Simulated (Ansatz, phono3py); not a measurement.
# KCl (Sylvite, Fm-3m): lattice thermal conductivity, part 3 of 3

How well does the lattice of KCl (Sylvite) conduct heat?

Experimental results on record:
- thermal conductivity 7.1 W/m/K near room temperature (given in “Combining the AFLOW GIBBS and Elastic Libraries to efficiently and robustly screen thermo-mechanical properties of solids”, 2017, arXiv:1611.05714)
- thermal conductivity 7.1 W/m/K near room temperature (given in “Predicting the lattice thermal conductivity of solids by solving the Boltzmann transport equation: AFLOW - AAPL an automated, accurate and efficient framework”, 2017, arXiv:1611.05481)

Ansatz 0.2.0; DFT LDA, scalar-relativistic, plane waves, PAW; PAW set soft_1.

So far, κ at 300 K (relaxation time) (W/m/K): step 7 (third-order constants on small settings, k-mesh 6×6×6 …) 10.9. The relaxed cell has a = 6.077 Å (conventional setting).

### Step 8. A cheap rung, k-mesh 4×4×4, q-mesh of the transport sums 17×17×17

A small supercell and a short cutoff cost little, and show how far such settings carry.

input.yaml reads:

```yaml
crystal:
  lattice:
    - [0.0, 3.0386370889, 3.0386370889]
    - [3.0386370889, 0.0, 3.0386370889]
    - [3.0386370889, 3.0386370889, 0.0]
  atoms:
    - { symbol: K, position: [0.0, 0.0, 0.0] }
    - { symbol: Cl, position: [0.5, 0.5, 0.5] }
kpoints:
  mp_grid: { grid: [4, 4, 4] }
hamiltonian:
  xc: lda
  pseudopotentials: { kind: paw, azcp: { folder: soft_1 }, xc_functional: pbe }
scf:
  occupations: { method: fixed }
  lower_state_search: "off"
output:
  eigenvalues: true
phonons:
  method: fd
  dielectric: true
  qmesh: [4, 4, 4]
  temperatures: { t_max: 1000, t_step: 50 }
  qpath:
    path:
      - [[0.0, 0.0, 0.0], [0.5, 0.0, 0.5], [0.625, 0.25, 0.625]]
      - [[0.375, 0.375, 0.75], [0.0, 0.0, 0.0], [0.5, 0.5, 0.5], [0.5, 0.25, 0.75], [0.5, 0.0, 0.5]]
    npoints: 10
  third_order: { supercell: [2, 2, 2], pair_cutoff: 3.189 }
  lattice_thermal_conductivity:
    qmesh: [17, 17, 17]
    temperatures: [100.0, 150.0, 200.0, 300.0, 400.0, 500.0, 600.0, 800.0]
    isotope_mass_variance:
      - { species: Cl, variance: 0.0005827 }
      - { species: K, variance: 0.000164 }
```

Started as:

```console
$ ansatz run input.yaml --threads 8 --pin off --max-ram 19456MiB --backend cpu --events-out ev --progress --plain --runs-dir out
```

Numbers of over 12 decimals in the logs are rounded to 6 here.

What it wrote:

```text
[...]
Crystal: 8 atoms, lattice volume = 224.454 Å³
Basis set: ecut = 420 eV, 4367 PW (Γ), FFT grids on a1, a2, −2a1−2a2+a3
Bands: 40, of which v1, the nominal top of the filled ones, is band 32 counted from 1 (31 counted from 0)
Symmetry: 32 space group operations
k-points: 9 of 16
[...]
SCF iter   1: F=—  HF=-10177.171117 eV  |F-HF|=—  |Δ(HF+E_count)|=         —  Δρ=1.08e-7  dr2=2.12e-11  ethr=1.00e-12  ⟨swp⟩=3.0  Hψ=980  notcnv=0
[...]
SCF iter   2: F=-10177.171117 eV  HF=-10177.171117 eV  |F-HF|=1.82e-12  |Δ(HF+E_count)|=  7.28e-12  Δρ=4.81e-8  dr2=4.22e-12  ethr=1.00e-12  ⟨swp⟩=3.0  Hψ=964  notcnv=0
SCF 1 converged in 2 iterations: F = -10177.171117 eV  dr2 = 4.22e-12
[...]
Crystal: 2 atoms, lattice volume = 56.113 Å³
Basis set: ecut = 420 eV, 1067 PW (Γ), exchange–correlation on 60×60×60 points (8 copies of the dense FFT grid, shifted against one another)
Bands: 12, of which v1, the nominal top of the filled ones, is band 8 counted from 1 (7 counted from 0)
Symmetry: 48 space group operations
k-points: 13 of 64 (irreducible under 8 space group operations, time reversal used)
[...]
SCF iter   5: F=-2544.292780 eV  HF=-2544.292780 eV  |F-HF|=6.68e-11  |Δ(HF+E_count)|=  3.59e-11  Δρ=3.87e-7  dr2=8.18e-11  ethr=1.00e-12  ⟨swp⟩=4.8  Hψ=705  notcnv=0
SCF 2 converged in 5 iterations: F = -2544.292780 eV  dr2 = 8.18e-11
[...]
Symmetry: 1 space group operations
k-points: 10 of 16 (time reversal used)
[...]
SCF iter   8: F=-10177.171110 eV  HF=-10177.171110 eV  |F-HF|=1.82e-12  |Δ(HF+E_count)|=  1.82e-12  Δρ=9.42e-9  dr2=3.33e-13  ethr=1.00e-12  ⟨swp⟩=5.0  Hψ=1480  notcnv=0
SCF 3 converged in 8 iterations: F = -10177.171110 eV  dr2 = 3.33e-13
[...]
SCF iter   6: F=-10177.171110 eV  HF=-10177.171110 eV  |F-HF|=3.64e-12  |Δ(HF+E_count)|=  2.91e-11  Δρ=4.79e-8  dr2=5.60e-12  ethr=1.00e-12  ⟨swp⟩=5.5  Hψ=1872  notcnv=0
SCF 4 converged in 6 iterations: F = -10177.171110 eV  dr2 = 5.60e-12
Basis set: ecut = 420 eV, 4363 PW (Γ), FFT grids on a1, a2, −a1+2a2+a3
Symmetry: 16 space group operations
k-points: 7 of 16
SCF iter   1: F=—  HF=-10177.171117 eV  |F-HF|=—  |Δ(HF+E_count)|=         —  Δρ=1.18e-7  dr2=2.59e-11  ethr=1.00e-12  ⟨swp⟩=3.0  Hψ=762  notcnv=0
[...]
SCF iter   2: F=-10177.171117 eV  HF=-10177.171117 eV  |F-HF|=0.00e0  |Δ(HF+E_count)|=  1.09e-11  Δρ=5.11e-8  dr2=4.95e-12  ethr=1.00e-12  ⟨swp⟩=3.0  Hψ=749  notcnv=0
SCF 5 converged in 2 iterations: F = -10177.171117 eV  dr2 = 4.95e-12
Symmetry: 2 space group operations
k-points: 7 of 16 (time reversal used)
[...]
SCF iter   8: F=-10177.171109 eV  HF=-10177.171109 eV  |F-HF|=1.82e-12  |Δ(HF+E_count)|=  3.64e-12  Δρ=8.30e-9  dr2=2.14e-13  ethr=1.00e-12  ⟨swp⟩=5.4  Hψ=1039  notcnv=0
SCF 6 converged in 8 iterations: F = -10177.171109 eV  dr2 = 2.14e-13
[...]
SCF iter   8: F=-10177.171110 eV  HF=-10177.171110 eV  |F-HF|=0.00e0  |Δ(HF+E_count)|=    0.00e0  Δρ=1.02e-8  dr2=3.67e-13  ethr=1.00e-12  ⟨swp⟩=6.0  Hψ=1573  notcnv=0
SCF 7 converged in 8 iterations: F = -10177.171110 eV  dr2 = 3.67e-13
[...]
SCF iter   6: F=-10177.171110 eV  HF=-10177.171110 eV  |F-HF|=0.00e0  |Δ(HF+E_count)|=  3.64e-11  Δρ=4.63e-8  dr2=5.07e-12  ethr=1.00e-12  ⟨swp⟩=5.6  Hψ=1331  notcnv=0
SCF 8 converged in 6 iterations: F = -10177.171110 eV  dr2 = 5.07e-12
[...]
SCF 9 converged in 3 iterations: F = -10177.171110 eV  dr2 = 2.29e-12
[...]
SCF 10 converged in 7 iterations: F = -10177.171110 eV  dr2 = 5.40e-13
[...]
SCF 11 converged in 3 iterations: F = -10177.171110 eV  dr2 = 1.79e-12
Basis set: ecut = 420 eV, 4361 PW (Γ), FFT grids on a1, a2, −2a1+2a2+a3
Symmetry: 64 space group operations
k-points: 6 of 16
[...]
SCF iter   2: F=—  HF=-20354.340891 eV  |F-HF|=—  |Δ(HF+E_count)|=   6.92e-5  Δρ=1.38e-4  dr2=4.08e-5  ethr=2.60e-7  ⟨swp⟩=2.0  Hψ=595  notcnv=0  defer=76
[...]
SCF iter   7: F=-20354.341367 eV  HF=-20354.341367 eV  |F-HF|=3.64e-12  |Δ(HF+E_count)|=  1.42e-10  Δρ=1.07e-7  dr2=5.18e-11  ethr=1.00e-12  ⟨swp⟩=4.0  Hψ=1416  notcnv=0
SCF 37 converged in 7 iterations: F = -20354.341367 eV  dr2 = 5.18e-11
[...]
SCF iter   8: F=-20354.340145 eV  HF=-20354.340145 eV  |F-HF|=3.64e-12  |Δ(HF+E_count)|=  6.15e-10  Δρ=6.88e-8  dr2=2.55e-11  ethr=1.00e-12  ⟨swp⟩=5.0  Hψ=2264  notcnv=0
SCF 38 converged in 8 iterations: F = -20354.340145 eV  dr2 = 2.55e-11
[...]
SCF iter   7: F=-20354.340540 eV  HF=-20354.340540 eV  |F-HF|=2.18e-11  |Δ(HF+E_count)|=  2.18e-11  Δρ=1.78e-7  dr2=1.53e-10  ethr=1.00e-12  ⟨swp⟩=5.0  Hψ=1728  notcnv=0
SCF 39 converged in 7 iterations: F = -20354.340540 eV  dr2 = 1.53e-10
[...]
SCF iter   8: F=-20354.339754 eV  HF=-20354.339754 eV  |F-HF|=3.64e-12  |Δ(HF+E_count)|=  6.55e-10  Δρ=6.98e-8  dr2=2.56e-11  ethr=1.00e-12  ⟨swp⟩=5.0  Hψ=1735  notcnv=0
SCF 40 converged in 8 iterations: F = -20354.339754 eV  dr2 = 2.56e-11
[...]
SCF iter   8: F=-20354.340071 eV  HF=-20354.340071 eV  |F-HF|=7.28e-12  |Δ(HF+E_count)|=  1.96e-10  Δρ=6.29e-8  dr2=1.88e-11  ethr=1.00e-12  ⟨swp⟩=4.6  Hψ=1891  notcnv=0
SCF 41 converged in 8 iterations: F = -20354.340071 eV  dr2 = 1.88e-11
[...]
SCF iter   7: F=-20354.340503 eV  HF=-20354.340503 eV  |F-HF|=4.73e-11  |Δ(HF+E_count)|=  1.86e-10  Δρ=1.76e-7  dr2=1.58e-10  ethr=1.00e-12  ⟨swp⟩=5.0  Hψ=1719  notcnv=0
SCF 42 converged in 7 iterations: F = -20354.340503 eV  dr2 = 1.58e-10
[...]
SCF iter   8: F=-20354.340145 eV  HF=-20354.340145 eV  |F-HF|=7.28e-12  |Δ(HF+E_count)|=  5.38e-10  Δρ=6.34e-8  dr2=2.23e-11  ethr=1.00e-12  ⟨swp⟩=5.0  Hψ=2122  notcnv=0
SCF 43 converged in 8 iterations: F = -20354.340145 eV  dr2 = 2.23e-11
[...]
SCF iter   7: F=-20354.340080 eV  HF=-20354.340080 eV  |F-HF|=4.47e-10  |Δ(HF+E_count)|=   2.23e-9  Δρ=3.44e-7  dr2=8.06e-10  ethr=1.00e-12  ⟨swp⟩=5.0  Hψ=2336  notcnv=0
SCF 44 converged in 7 iterations: F = -20354.340080 eV  dr2 = 8.06e-10
[...]
SCF iter   8: F=-20354.339639 eV  HF=-20354.339639 eV  |F-HF|=7.28e-12  |Δ(HF+E_count)|=  5.02e-10  Δρ=6.90e-8  dr2=2.44e-11  ethr=1.00e-12  ⟨swp⟩=5.0  Hψ=1685  notcnv=0
SCF 45 converged in 8 iterations: F = -20354.339639 eV  dr2 = 2.44e-11
SCF converged after 2 iterations
Free energy (F): -10177.171117 eV
[...]
Internal energy: -10177.171117 eV  (E = F + TS)
E sigma→0 (E₀):  -10177.171117 eV
Fermi energy:    1.331532 eV
[...]
--- Band table (eV; the first three rows and the last of 9) ---
  k-point 0: bands = [... 28 lower, 1.0780, 1.3315, 1.3315, 1.3315, 6.4428, 7.3746, 9.0080, 9.0080, ... 4 higher]
  k-point 1: bands = [... 28 lower, 1.0992, 1.0992, 1.0992, 1.0992, 7.8183, 7.8183, 8.4021, 8.4021, ... 4 higher]
  k-point 2: bands = [... 28 lower, 1.1776, 1.1776, 1.1776, 1.1776, 8.0170, 8.0170, 8.1613, 8.1613, ... 4 higher]
  k-point 8: bands = [... 28 lower, 0.8872, 0.8872, 0.8872, 0.8872, 8.7986, 8.7986, 9.1456, 9.1456, ... 4 higher]
--- Phonons: 16 displaced members + 5 references (amplitude of the first 0.0025 Å, Σ member SCF iterations 98) ---
  ASR residual: 6.136e-4 → 0.000e0 eV/Å²; symmetrization residual: 2.615e-4 eV/Å²
  largest component of a force at the reference: 4.1e-29 eV/Å
  ASR residual per site (eV/Å²): 6.14e-4 2.31e-4
  Γ frequencies (cm⁻¹): 0.00 0.00 0.00 161.16 161.16 161.16
[...]
ε∞ (high-frequency dielectric tensor):
        2.501955    -0.000000    -0.000000
       -0.000000     2.501955    -0.000000
        0.000000    -0.000000     2.501955
[...]
Born effective charges Z* (e; rows j = field, columns β = displacement):
    site 0:
         1.10907   -0.00000    0.00000
         0.00000    1.10907    0.00000
         0.00000   -0.00000    1.10907
    site 1:
        -1.10907    0.00000   -0.00000
         0.00000   -1.10907   -0.00000
         0.00000    0.00000   -1.10907
  Z* charge neutrality: 6.692e-6 e pre-enforcement
[...]
optical modes at Γ without the LO–TO term, one row a degenerate level:
      ω (cm⁻¹)  modes    IR ((D/Å)²/amu)
        161.16      3             4.5789
  optical modes at Γ + LO–TO along q̂ = [1.0000, 0.0000, 0.0000]:
      ω (cm⁻¹)  modes    IR ((D/Å)²/amu)
        161.16      2             3.0526
        221.72      1             1.5263
  optical modes at Γ + LO–TO along q̂ = [0.0000, 1.0000, 0.0000]:
      ω (cm⁻¹)  modes    IR ((D/Å)²/amu)
        161.16      2             3.0526
        221.72      1             1.5263
  optical modes at Γ + LO–TO along q̂ = [0.0000, 0.0000, 1.0000]:
      ω (cm⁻¹)  modes    IR ((D/Å)²/amu)
        161.16      2             3.0526
        221.72      1             1.5263
--- Phonons (by wavevector): 8 wavevectors in 5 supercells ---
  supercell 1 (4 cells, vectors [1, 0, 0], [-1, 1, 1], [0, 0, 4] in multiples of the cell's): 2 displaced members by 0.0025 Å; free energy -10177.171117 eV; taken off its force constants: by the sum rule 2.1e-4, by the symmetrisation 2.4e-4 eV/Å²
[...]
q = [0.0000, 0.0000, 0.0000] (star 1, supercell 1; hermiticity 0.00e0, symmetrization 8.35e-6): 0.00 0.00 0.00 161.16 161.16 161.16
[...]
joined force constants: q→R imaginary residual 5.11e-18
[...]
38 force-constant blocks with the first atom in the home cell, fitted with 6 parameters over 4 symmetry orbits; no atom triplet left out
[...]
100.00           30.8900         37.5085           9          converged          4.940e-1
      150.00           20.8883         26.1610           9          converged          4.745e-1
      200.00           15.8848         20.2138           9          converged          4.638e-1
      300.00           10.7956         13.9563          10          converged          4.521e-1
      400.00            8.2048         10.6864          10          converged          4.458e-1
      500.00            6.6339          8.6749          10          converged          4.419e-1
      600.00            5.5800          7.3126          10          converged          4.392e-1
      800.00            4.2555          5.5855          10          converged          4.357e-1
```

Wall time 52 s (8 threads of Arm Neoverse V1, shared host); peak memory 1.4 GiB; 6.1 min of CPU time.

Numbers from this step:

```yaml
zero_point_energy: 0.04716 eV/cell
kappa_at_300_k_relaxation_time: 10.8 W/m/K
kappa_at_300_k_full_solution: 13.96 W/m/K
mean_free_path_at_half_of_kappa: 17.7 nm
share_of_kappa_above_the_three_lowest_branches: 0.12
largest_relative_sum_rule_correction: 0.02791
```

W/m/K. Kappa, by row:

```
T (K)  RTA xx  RTA yy  RTA zz  full xx  full yy  full zz  coherence part xx  coherence part yy  coherence part zz     ending  iterations  least Ritz value
  100   30.89   30.89   30.89    37.51    37.51    37.51            0.04089            0.04089            0.04089  converged           9             0.494
  150   20.89   20.89   20.89    26.16    26.16    26.16             0.0606             0.0606             0.0606  converged           9             0.475
  200   15.88   15.88   15.88    20.21    20.21    20.21            0.07443            0.07443            0.07443  converged           9             0.464
  300    10.8    10.8    10.8    13.96    13.96    13.96            0.09452            0.09452            0.09452  converged          10             0.452
  400   8.205   8.205   8.205    10.69    10.69    10.69               0.11               0.11               0.11  converged          10             0.446
  500   6.634   6.634   6.634    8.675    8.675    8.675             0.1229             0.1229             0.1229  converged          10             0.442
  600    5.58    5.58    5.58    7.313    7.313    7.313             0.1339             0.1339             0.1339  converged          10             0.439
  800   4.255   4.255   4.255    5.586    5.586    5.586             0.1513             0.1513             0.1513  converged          10             0.436
```

This rung gives 10.8 W/(m K) at 300 K by relaxation time, but with 16 atoms, 1 neighbour distance inside the cutoff and a 17×17×17 mesh it is a test, not the conductivity of the crystal.

### Step 9. Levels and costs side by side

Ladder, by row:

```
cells or q mesh  k mesh  pair cutoff  atoms in the supercell  q-mesh of the transport sums  κ at 300 K (relaxation time) (W/m/K)  κ at 300 K (full solution) (W/m/K)  core-minutes
          2x2x2   6x6x6        3.189                      16                      11×11×11                                 10.86                               13.46          12.2
          4x4x4   4x4x4        3.189                      16                      17×17×17                                  10.8                               13.96           6.1
```

### Step 10. Summary of results

| Item | Value |
| --- | --- |
| conductivity | not obtained on sound settings |

In words: No conductivity was obtained: no run with a large enough supercell and cutoff finished.

[Logs are printed without paths, hosts, clocks, repeated set-up lines and the standing remarks that a program may print on its own settings, such as how far it seeks lower states.]

[Hosts, paths, dates, database ids (printed as entryN), source tags and the programs' standing remarks are cut or masked in the printed files.]

[A step with changed settings may run another functional than the one named; its input shows which.]
